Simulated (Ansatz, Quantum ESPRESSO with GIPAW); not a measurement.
# C_Q, η_Q and the second-order shift of 43Ca in CaSeO3

A plane-wave PAW calculation (PBEsol, Ansatz) gives this electric field gradient, in 10²¹ V/m² and Cartesian axes, at one Ca site of CaSeO3 (atom 5; CaO6; site symmetry -1):

```
     -1.3536        0.2426        0.0547
      0.2426        0.8415       -0.1823
      0.0547       -0.1823        0.5121
```

43Ca has spin 7/2, Q = -0.0408 barn and |γ|/2π = 2.8689 MHz/T. The cell is the Pnma form of a database entry, atoms relaxed, static and at 0 K. The PAW files were made for PBE.

**Task.** Find C_Q, η_Q and ν_Q, and the shift and width of the central transition under fast MAS at 16.4 T and 18.8 T.

1. The tensor is symmetric and traceless. Its eigenvalues, ordered by size, are V_xx = 0.4428, V_yy = 0.9402 and V_zz = -1.3830.

2. η_Q = (V_xx − V_yy)/V_zz = 0.360.

3. C_Q = eQV_zz/h. One unit of 10²¹ V/m² with one barn gives 24.18 MHz, so C_Q = 24.18 × −0.0408 × −1.3830 = 1.364 MHz. A spectrum shows its size, not its sign.

4. ν_Q = 3C_Q/[2I(2I−1)] = 0.097 MHz in size, and P_Q = |C_Q|√(1 + η²/3) = 1.393 MHz.

5. The resonances lie at ν0 = 47.05 and 53.94 MHz, so ν_Q/ν0 is 0.002 at most and second order holds. The centre of gravity moves by δ_Q = −(3/40)(P_Q/ν0)² F × 10⁶ ppm, with F = [I(I+1) − 3/4]/[I²(2I−1)²] = 0.03401: -2.24 ppm at 16.4 T and -1.70 ppm at 18.8 T.

6. Summing the second-order term over orientations gives a full width of 5.16 ppm (0.24 kHz) and 3.93 ppm (0.21 kHz). In ppm both fall as 1/B²: (16.4/18.8)² = 0.761. The spinning rate must pass the static width for this shape to show cleanly.

[Banner, clock, file and message-heading lines were taken out of the pw.x and gipaw.x logs.]

[Logs are printed without paths, hosts, clocks, repeated set-up lines and the standing remarks that a program may print on its own settings, such as how far it seeks lower states.]

[Hosts, paths, dates, database ids (printed as entryN), source tags and the programs' standing remarks are cut or masked in the printed files.]
